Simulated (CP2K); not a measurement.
Consider 2-carboxythiazole at its PBE geometry (Å).

```xyz
11

O    -2.3907   -1.0223   -0.7963
C    -1.7848   -0.2518   -0.0591
O    -2.3947    0.5479    0.8613
C    -0.3142   -0.0934   -0.0708
N     0.3994    0.7172    0.6862
C     1.7270    0.5819    0.4006
C     2.0329   -0.3388   -0.5840
S     0.6090   -1.0666   -1.1789
H    -3.3507    0.3533    0.7694
H     2.4558    1.1824    0.9415
H     3.0108   -0.6098   -0.9699
```

Method: CP2K XAS_TDP, all-electron GAPW, PBEh(45%), aug-cc-pVDZ, TDA, GW2X-corrected core level, no relativity.

Predict the bright core excitations at the C K edge.

Leading lines: C2 289.78 eV, C4 286.89 eV, C6 287.89 eV and C7 286.65 eV. The leading line of an atom is its first one with 35 % of the strongest within 2.5 eV of its lowest line over the strength cut. Core ionisation energies at this level: C4 293.35, C6 293.03, C2 296.90 and C7 292.74 eV.

The first six lines of each atom with a strength over 0.0015:

| atom | energy (eV) | states | strength, one atom | above the computed threshold |
| --- | --- | --- | --- | --- |
| C2 (bonded to C and 2 O) | 289.78 | 1 | 0.0630 |  |
|  | 294.25 | 1 | 0.0174 |  |
|  | 294.82 | 1 | 0.0042 |  |
|  | 296.10 | 1 | 0.0025 |  |
|  | 296.23 | 1 | 0.0052 |  |
|  | 296.61 | 1 | 0.0066 |  |
| C4 (bonded to C, N and S) | 286.89 | 1 | 0.0386 |  |
|  | 290.05 | 1 | 0.0409 |  |
|  | 290.95 | 1 | 0.0134 |  |
|  | 291.64 | 1 | 0.0075 |  |
|  | 291.76 | 1 | 0.0022 |  |
|  | 292.33 | 1 | 0.0036 |  |
| C6 (bonded to C, N and H) | 287.89 | 1 | 0.0436 |  |
|  | 288.74 | 1 | 0.0132 |  |
|  | 290.96 | 1 | 0.0118 |  |
|  | 291.26 | 1 | 0.0076 |  |
|  | 292.00 | 1 | 0.0038 |  |
|  | 292.52 | 1 | 0.0032 |  |
| C7 (bonded to C, S and H) | 286.65 | 1 | 0.0470 |  |
|  | 289.78 | 1 | 0.0303 |  |
|  | 289.96 | 1 | 0.0048 |  |
|  | 290.50 | 1 | 0.0156 |  |
|  | 291.48 | 1 | 0.0042 |  |
|  | 291.72 | 1 | 0.0045 |  |

Lines are vertical, at one geometry, with no vibrational structure. GW2X ionisation energies and lines can be off by 1 to 2 eV either way, and a good line position may hide errors that cancel. These values hold no scalar relativity, about 0.1 eV for C 1s. Rydberg lines, and the discretised continuum above threshold, depend on the basis and the box.

[Banner, clock and machine lines of the logs are left out without a mark of their own.]

[Logs are printed without paths, hosts, clocks, repeated set-up lines and the standing remarks that a program may print on its own settings, such as how far it seeks lower states.]

[Hosts, paths, dates, database ids (printed as entryN), source tags and the programs' standing remarks are cut or masked in the printed files.]
